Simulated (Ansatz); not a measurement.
# Lattice dynamics of NaSrH3 (model cell, started as cubic perovskite with Sr in the octahedra), part 2 of 3

How does NaSrH3 (model cell, started as cubic perovskite with Sr in the octahedra) vibrate, and is this structure a minimum?

Ansatz 0.2.0; DFT PBEsol, scalar-relativistic, plane waves, PAW; PAW set soft_1.

So far. Step 4 (Tight relaxation): The forces vanish by symmetry and the pressure is -0.006 GPa, within the tolerances set. The cell now holds 20.01 Å³/atom. The relaxed cell has a = 4.642 Å (conventional setting).

The structure was built from a prototype and need not be the compound's stable phase.

**5. Modes at Γ**

The zone centre comes first: it holds the modes that light can see, as far as symmetry allows. The response to a homogeneous field gives the Born charges and the dielectric tensor.

Input file input.yaml:

```yaml
crystal:
  lattice:
    - [4.6424375156, 0.0, 0.0]
    - [0.0, 4.6424375156, 0.0]
    - [0.0, 0.0, 4.6424375156]
  atoms:
    - { symbol: Na, position: [0.0, 0.0, 0.0] }
    - { symbol: Sr, position: [0.5, 0.5, 0.5] }
    - { symbol: H, position: [0.5, 0.5, 0.0] }
    - { symbol: H, position: [0.5, 0.0, 0.5] }
    - { symbol: H, position: [0.0, 0.5, 0.5] }
kpoints:
  mp_grid: { grid: [8, 8, 8] }
hamiltonian:
  xc: pbesol
  pseudopotentials: { kind: paw, azcp: { folder: soft_1 }, xc_functional: pbe }
scf:
  occupations: { method: fixed }
output:
  eigenvalues: true
phonons:
  method: dfpt
  dielectric: true
  rigid_motions: translations
```

Command:

```console
$ ansatz run input.yaml --threads 4 --pin off --max-ram 16384MiB --backend cpu --events-out ev --progress --plain --runs-dir out
```

Numbers of over 12 decimals in the logs are rounded to 6 here.

Log:

```text
[...]
Crystal: 5 atoms, lattice volume = 100.055 Å³
Basis set: ecut = 420 eV, 1935 PW (Γ), exchange–correlation on 64×64×64 points (8 copies of the dense FFT grid, shifted against one another)
Bands: 16, of which v1, the nominal top of the filled ones, is band 11 counted from 1 (10 counted from 0)
Symmetry: 48 space group operations
k-points: 170 of 512 (irreducible under 2 space group operations, time reversal used)
[...]
SCF iter   1: F=—  HF=-5017.248631 eV  |F-HF|=—  |Δ(HF+E_count)|=         —  Δρ=5.20e-2  dr2=3.94e0  ethr=3.10e-3  ⟨swp⟩=6.0  Hψ=14337  notcnv=0  defer=277
[...]
SCF iter   9: F=-5015.771297 eV  HF=-5015.771297 eV  |F-HF|=6.82e-11  |Δ(HF+E_count)|=   2.22e-9  Δρ=1.82e-7  dr2=4.44e-11  ethr=1.00e-12  ⟨swp⟩=15.2  Hψ=24998  notcnv=0
SCF 1 converged in 9 iterations: F = -5015.771297 eV  dr2 = 4.44e-11
  Residual-converged pass: ⟨swp⟩=1.1  Hψ=3416  notcnv=0  max |occ|·‖R‖ = 7.1e-9 eV (tolerance 1.0e-8 eV)  dr2=4.44e-11  dr2_onsite=2.15e-13  max |Δocc| = 0.0e0
[...]
DFPT response loops at Γ: preconditioner auto → none (the input reference at scf.mixing.eps_inf says where Resta's filter doesn't serve); β = 0.50; Broyden in place of MSR1
── the response to a field inside a basis, on 8×8×8 k-points: an SCF that follows is theirs, and a resumed run solves both again ──
Bands: 12, of which v1, the nominal top of the filled ones, is band 11 counted from 1 (10 counted from 0)
k-points: 20 of 512
[...]
Eigensolver: Dense (20 Hₖ)
SCF iter   1: F=—  HF=-5015.768898 eV  |F-HF|=—  |Δ(HF+E_count)|=         —  Δρ=1.28e-4  dr2=3.33e-6  ethr=1.00e-1
[...]
SCF iter   3: F=-5015.768901 eV  HF=-5015.768901 eV  |F-HF|=2.80e-9  |Δ(HF+E_count)|=   1.11e-6  Δρ=4.28e-6  dr2=1.88e-8  ethr=4.29e-9
SCF 1 converged in 3 iterations: F = -5015.768901 eV  dr2 = 1.88e-8
[...]
SCF converged after 9 iterations
Free energy (F): -5015.771297 eV
[...]
Internal energy: -5015.771297 eV  (E = F + TS)
E sigma→0 (E₀):  -5015.771297 eV
Fermi energy:    1.133155 eV
[...]
--- Band table (eV; the first three rows and the last of 170) ---
  k-point 0: bands = [... 7 lower, -13.7605, -2.0023, 0.2216, 0.2216, 6.6682, 7.1563, 7.1563, 7.1563, ... 1 higher]
  k-point 1: bands = [... 7 lower, -13.7598, -1.8929, 0.2421, 0.2632, 5.9779, 6.8949, 6.8949, 7.7622, ... 1 higher]
  k-point 2: bands = [... 7 lower, -13.7581, -1.6033, 0.2929, 0.3325, 5.3445, 6.5038, 6.5038, 8.0250, ... 1 higher]
  k-point 169: bands = [... 7 lower, -13.8573, 1.1332, 1.1332, 1.1332, 3.8933, 3.8933, 3.8933, 5.9331, ... 1 higher]
--- Phonons (Γ-DFPT): 4 representative perturbations + reference, on 170 of 512 k-points (Σ response iterations 14) ---
  k mesh reduced under 2 symmetry operations, with k and −k counted as one. Each operation leaves every solved perturbation unchanged. A smaller set is not considered because the run solves the response to a homogeneous field
  ASR residual: 1.621e-4 → 0.000e0 eV/Å²; symmetrization residual: 5.933e-7 eV/Å²
  ASR residual per site (eV/Å²): 1.62e-4 1.61e-4 3.11e-5 3.11e-5 3.11e-5
  Γ frequencies (cm⁻¹): -346.45 -346.45 -346.45 -277.51 -277.51 -277.51 0.00 0.00 0.00 187.00 187.00 187.00 1232.77 1232.77 1232.77
  ε∞ (high-frequency dielectric tensor):
        3.555389    -0.000000     0.000000
       -0.000000     3.555389     0.000000
        0.000000     0.000000     3.555389
  softest optical mode at Γ: -346.45 cm⁻¹; the repairs (sum rule, projections) moved no ω² at Γ by more than (3.29 cm⁻¹)²
  Born effective charges Z* (e; rows j = field, columns β = displacement):
    site 0:
         1.32748   -0.00000   -0.00000
         0.00000    1.32748    0.00000
         0.00000    0.00000    1.32748
    site 1:
         1.63535    0.00000   -0.00000
        -0.00000    1.63535    0.00000
         0.00000    0.00000    1.63535
    site 2:
        -0.96453   -0.00000   -0.00000
         0.00000   -0.96453    0.00000
        -0.00000    0.00000   -1.03377
    site 3:
        -0.96453   -0.00000   -0.00000
         0.00000   -1.03377    0.00000
         0.00000    0.00000   -0.96453
    site 4:
        -1.03377   -0.00000    0.00000
         0.00000   -0.96453    0.00000
         0.00000   -0.00000   -0.96453
  Z* charge neutrality: 1.767e-3 e pre-enforcement
  solved inside a basis spanned on kpoints, on 8×8×8 k-points, its susceptibility summed on 12×12×12: ε∞ is read to err by 8.7e-3, Z* by 1.1e-2 e (field_mesh: kpoints solves on kpoints); Z* is corrected for what the basis lacks
  optical modes at Γ without the LO–TO term, one row a degenerate level:
      ω (cm⁻¹)  modes    IR ((D/Å)²/amu)
       -346.45      3             0.0000
       -277.51      3           118.7344
        187.00      3            22.9037
       1232.77      3            66.9159
  optical modes at Γ + LO–TO along q̂ = [1.0000, 0.0000, 0.0000]:
      ω (cm⁻¹)  modes    IR ((D/Å)²/amu)
       -346.45      3             0.0000
       -277.51      2            79.1563
         89.77      1             1.7365
        187.00      2            15.2691
        454.90      1            36.5081
       1232.77      2            44.6106
       1295.95      1            31.2734
  optical modes at Γ + LO–TO along q̂ = [0.0000, 1.0000, 0.0000]:
      ω (cm⁻¹)  modes    IR ((D/Å)²/amu)
       -346.45      3             0.0000
       -277.51      2            79.1563
         89.77      1             1.7365
        187.00      2            15.2691
        454.90      1            36.5081
       1232.77      2            44.6106
       1295.95      1            31.2734
  optical modes at Γ + LO–TO along q̂ = [0.0000, 0.0000, 1.0000]:
      ω (cm⁻¹)  modes    IR ((D/Å)²/amu)
       -346.45      3             0.0000
       -277.51      2            79.1563
         89.77      1             1.7365
        187.00      2            15.2691
        454.90      1            36.5081
       1232.77      2            44.6106
       1295.95      1            31.2734
```

Run time: 29 s. Hardware: 4 threads of Arm Neoverse V2, shared host; peak memory 1.1 GiB.

Reading the cycles: dr2 is the Hartree energy of the density residual (eV), the measure of convergence; HF is the Harris–Foulkes estimate of the energy, which meets the free energy F at convergence.

This step gave:

* sum-rule residual before enforcement: 1.62e-4 eV/Å²
* miss of the charge sum rule: 0.001767 e
* estimated error of the dielectric tensor: 0.008716
* estimated error of the Born charges: 0.01141 e
* point group: m-3m
* highest optical mode at the zone centre (no LO-TO term): 1233 cm⁻¹
* lowest optical zone-centre mode: -346.4 cm⁻¹
* mean high-frequency dielectric constant: 3.555
* largest Born charge (third of the trace): 1.635 e
* top of the zone-centre spectrum with the field: 1296 cm⁻¹

Without the LO-TO term. Patterns of degenerate modes are one choice out of their space. The modes at Γ (shares of kinetic energy by element, %) (negative means imaginary):

| mode | frequency (cm⁻¹) | symmetry | Na % | Sr % | H % |
| --- | --- | --- | --- | --- | --- |
| 1 | -346.4 | T2u | 0 | 0 | 100 |
| 2 | -346.4 | T2u | 0 | 0 | 100 |
| 3 | -346.4 | T2u | 0 | 0 | 100 |
| 4 | -277.5 | T1u | 27 | 2 | 71 |
| 5 | -277.5 | T1u | 27 | 2 | 71 |
| 6 | -277.5 | T1u | 27 | 2 | 71 |
| 7 | 0.0 | acoustic | 20 | 77 | 3 |
| 8 | 0.0 | acoustic | 20 | 77 | 3 |
| 9 | 0.0 | acoustic | 20 | 77 | 3 |
| 10 | 187.0 | T1u | 52 | 20 | 28 |
| 11 | 187.0 | T1u | 52 | 20 | 28 |
| 12 | 187.0 | T1u | 52 | 20 | 28 |
| 13 | 1232.8 | T1u | 0 | 1 | 99 |
| 14 | 1232.8 | T1u | 0 | 1 | 99 |
| 15 | 1232.8 | T1u | 0 | 1 | 99 |

Displacements in mode 2 (-346.4 cm⁻¹), the largest set to 1:
```
Na1  0.00  0.00  0.00
Sr2  0.00  0.00  0.00
H3   0.00 -0.35  0.00
H4   0.00  0.00  1.00
H5   0.00  0.35 -1.00
```

Displacements in mode 11 (187.0 cm⁻¹), the largest set to 1:
```
Na1  0.00  0.07  0.41
Sr2  0.00 -0.02 -0.13
H3   0.00  0.17 -0.04
H4   0.00 -0.01  1.00
H5   0.00  0.17  1.00
```

Optical modes at the zone centre, without and with the macroscopic field of the longitudinal modes; each column is sorted by frequency, so a row need not hold one and the same mode. Modes with and without the field, by row:

| rank among optical modes | no field (cm⁻¹) | q along (1, 0, 0) (cm⁻¹) |
| --- | --- | --- |
| 1 | -346.4 | -346.4 |
| 2 | -346.4 | -346.4 |
| 3 | -346.4 | -346.4 |
| 4 | -277.5 | -277.5 |
| 5 | -277.5 | -277.5 |
| 6 | -277.5 | 89.8 |
| 7 | 187 | 187 |
| 8 | 187 | 187 |
| 9 | 187 | 454.9 |
| 10 | 1233 | 1233 |
| 11 | 1233 | 1233 |
| 12 | 1233 | 1296 |

Born charge (rows field, columns displacement) (e), principal values of the symmetric part by kind of site:

| atom | atoms with these values | low | middle | high | mean |
| --- | --- | --- | --- | --- | --- |
| Na1 | 1 | 1.33 | 1.33 | 1.33 | 1.33 |
| Sr2 | 1 | 1.64 | 1.64 | 1.64 | 1.64 |
| H3 | 3 | -1.03 | -0.96 | -0.96 | -0.99 |

In full for H3:

```
-0.96  0.00  0.00
 0.00 -0.96  0.00
 0.00  0.00 -1.03
```

High-frequency dielectric tensor:

```
3.56 0.00 0.00
0.00 3.56 0.00
0.00 0.00 3.56
```

Transverse modes; imaginary modes are left out. Lines of the infrared spectrum (strongest = 100):

| position (cm⁻¹) | label | relative intensity |
| --- | --- | --- |
| 187 | T1u | 34 |
| 1233 | T1u | 100 |

Before it was imposed, the acoustic sum rule was missed by 1.6e-4 eV/Å² and the charge sum rule by 0.0018 e. Small misses are needed for a sound result but don't prove that mesh and cutoff are converged. The lowest optical mode is imaginary, 346.4i cm⁻¹, so the energy falls along it.

**6. Phonons on a q mesh**

Stability and thermal properties need the whole zone. Linear response on a 4×4×4 q mesh gives force constants as far as a supercell of that size would, and the tensors from the zone-centre run are typed in so that the long-range dipole term is interpolated apart.

input.yaml, the sections that differ from step 5:

```yaml
phonons:
  method: dfpt
  qmesh: [4, 4, 4]
  temperatures: { t_max: 1000, t_step: 50 }
  qpath:
    path:
      - [[0.0, 0.0, 0.0], [0.0, 0.5, 0.0], [0.5, 0.5, 0.0], [0.0, 0.0, 0.0], [0.5, 0.5, 0.5], [0.0, 0.5, 0.0]]
      - [[0.5, 0.5, 0.5], [0.5, 0.5, 0.0]]
    npoints: 10
  non_analytic_term:
    high_frequency_dielectric_tensor: [[3.5554, 0.0, 0.0], [0.0, 3.5554, 0.0], [0.0, 0.0, 3.5554]]
    born_effective_charges:
      - { species: Na, tensor: [[1.3275, 0.0, 0.0], [0.0, 1.3275, 0.0], [0.0, 0.0, 1.3275]] }
      - { species: Sr, tensor: [[1.6354, 0.0, 0.0], [0.0, 1.6354, 0.0], [0.0, 0.0, 1.6354]] }
      - { species: H, tensor: [[-0.9645, 0.0, 0.0], [0.0, -0.9645, 0.0], [0.0, 0.0, -1.0338]] }
      - { species: H, tensor: [[-0.9645, 0.0, 0.0], [0.0, -1.0338, 0.0], [0.0, 0.0, -0.9645]] }
      - { species: H, tensor: [[-1.0338, 0.0, 0.0], [0.0, -0.9645, 0.0], [0.0, 0.0, -0.9645]] }
    source: "zone-centre run at this cell"
# crystal, kpoints, hamiltonian, scf, output: as in step 5
```

Log:

```text
[...]
Crystal: 5 atoms, lattice volume = 100.055 Å³
Basis set: ecut = 420 eV, 1935 PW (Γ), exchange–correlation on 64×64×64 points (8 copies of the dense FFT grid, shifted against one another)
Bands: 16, of which v1, the nominal top of the filled ones, is band 11 counted from 1 (10 counted from 0)
Symmetry: 48 space group operations
k-points: 35 of 512
[...]
SCF iter   1: F=—  HF=-5017.248579 eV  |F-HF|=—  |Δ(HF+E_count)|=         —  Δρ=5.20e-2  dr2=3.94e0  ethr=3.10e-3  ⟨swp⟩=5.8  Hψ=2924  notcnv=0  defer=58
[...]
SCF iter  10: F=-5015.771297 eV  HF=-5015.771297 eV  |F-HF|=9.09e-13  |Δ(HF+E_count)|=  7.55e-11  Δρ=4.25e-8  dr2=1.22e-12  ethr=1.00e-12  ⟨swp⟩=15.1  Hψ=4474  notcnv=0
SCF 1 converged in 10 iterations: F = -5015.771297 eV  dr2 = 1.22e-12
[...]
NSCF: frozen V_eff on 35 k-points
[...]
DFPT response loops at q = (0, 0, 0) (fractional): preconditioner auto → none (the input reference at scf.mixing.eps_inf says where Resta's filter doesn't serve); β = 0.50; Broyden in place of MSR1
[...]
SCF converged after 10 iterations
Free energy (F): -5015.771297 eV
[...]
Internal energy: -5015.771297 eV  (E = F + TS)
E sigma→0 (E₀):  -5015.771297 eV
Fermi energy:    1.133155 eV
[...]
--- Band table (eV; the first three rows and the last of 35) ---
  k-point 0: bands = [... 7 lower, -13.7605, -2.0023, 0.2216, 0.2216, 6.6682, 7.1563, 7.1563, 7.1563, ... 1 higher]
  k-point 1: bands = [... 7 lower, -13.7598, -1.8929, 0.2421, 0.2632, 5.9778, 6.8949, 6.8949, 7.7622, ... 1 higher]
  k-point 2: bands = [... 7 lower, -13.7582, -1.6033, 0.2929, 0.3325, 5.3445, 6.5038, 6.5038, 8.0250, ... 1 higher]
  k-point 34: bands = [... 7 lower, -13.8574, 1.1332, 1.1332, 1.1332, 3.8933, 3.8933, 3.8933, 5.9331, ... 1 higher]
--- Phonons (Γ-DFPT): 4 representative perturbations + reference (Σ response iterations 14) ---
  ASR residual: 9.547e-5 → 0.000e0 eV/Å²; symmetrization residual: 7.060e-7 eV/Å²
  ASR residual per site (eV/Å²): 7.95e-5 9.55e-5 6.30e-6 6.30e-6 6.30e-6
[...]
--- Phonons (arbitrary-q DFPT): 10 irreducible q on the 4×4×4 mesh ---
  q = [0.0000, 0.0000, 0.0000] (star 1, of the zone-centre solve; hermiticity 2.21e-7, symmetrization 8.28e-13): -346.45 -346.45 -346.45 -277.51 -277.51 -277.51 -0.00 0.00 0.00 187.00 187.00 187.00 1232.77 1232.77 1232.77
  q = [0.0000, 0.0000, 0.2500] (star 6, 9 solved perturbations in 1560 linear systems a pass and spin channel, the states on 200 of 512 k-point pairs; hermiticity 1.34e-7, symmetrization 1.20e-13): -320.91 -320.91 -276.87 -251.22 -251.22 40.95 40.95 80.44 101.59 169.83 169.83 473.25 1232.38 1232.38 1308.97
[...]
q = [0.0000, 0.2500, -0.5000] (star 12, 15 solved perturbations on 200 of 512 k-point pairs; hermiticity 2.58e-7, symmetrization 6.56e-9): -422.45 -244.18 -232.32 -191.61 -170.98 75.98 89.92 111.87 115.59 244.46 296.80 507.73 1231.62 1249.35 1328.95
[...]
sum rule: each row above includes the acoustic sum rule's correction from the zone centre's row sums; it moved no ω² by more than (1.30 cm⁻¹)²
  mesh force constants: q→R imaginary residual 8.99e-19; ASR residual 9.547e-5 → 0.000e0 eV/Å²; symmetrization residual 4.441e-15 eV/Å²
  interpolated dispersion: 63 rows × 15 modes
  density of states and harmonic sums: on the 16×16×16 q-mesh, interpolated from the force constants of a 4×4×4 supercell (with the dipole–dipole term of supplied tensors)
  largest difference from the sums on the solved wave vectors: F 4.04e-2 eV, S 5.40e-5 and C_V 1.36e-5 eV/K
  zero-point energy: 0.327968 eV/cell   skipped modes (ω ≤ 0): 892, of them read as no rigid motion or as one in doubt: 889 (5.374e0 modes/cell left out, lowest -493.55 cm⁻¹)   left out of the sums: 3.58e-1 of the cell's modes: C_V's classical limit lies that fraction below 3 k_B per atom; for a crystal, a wire or a layer, F and S can be off by more, and a phonons.interpolated_qmesh denser along its periods is the remedy for the sampling
```

Elapsed: 5.3 min, on 4 threads; peak memory 1.7 GiB; 21 min of CPU time.

This step gave:

```
sum-rule residual before enforcement                    : 9.55e-5 eV/Å²
lowest frequency on the path                            : -493.5 cm⁻¹
highest frequency on the path or at a solved wavevector : 1354 cm⁻¹
lowest mode on the q mesh (acoustic modes at Γ apart)   : -493.6 cm⁻¹
```

[end of part 2 of 3]

[Logs are printed without paths, hosts, clocks, repeated set-up lines and the standing remarks that a program may print on its own settings, such as how far it seeks lower states.]

[Hosts, paths, dates, database ids (printed as entryN), source tags and the programs' standing remarks are cut or masked in the printed files.]
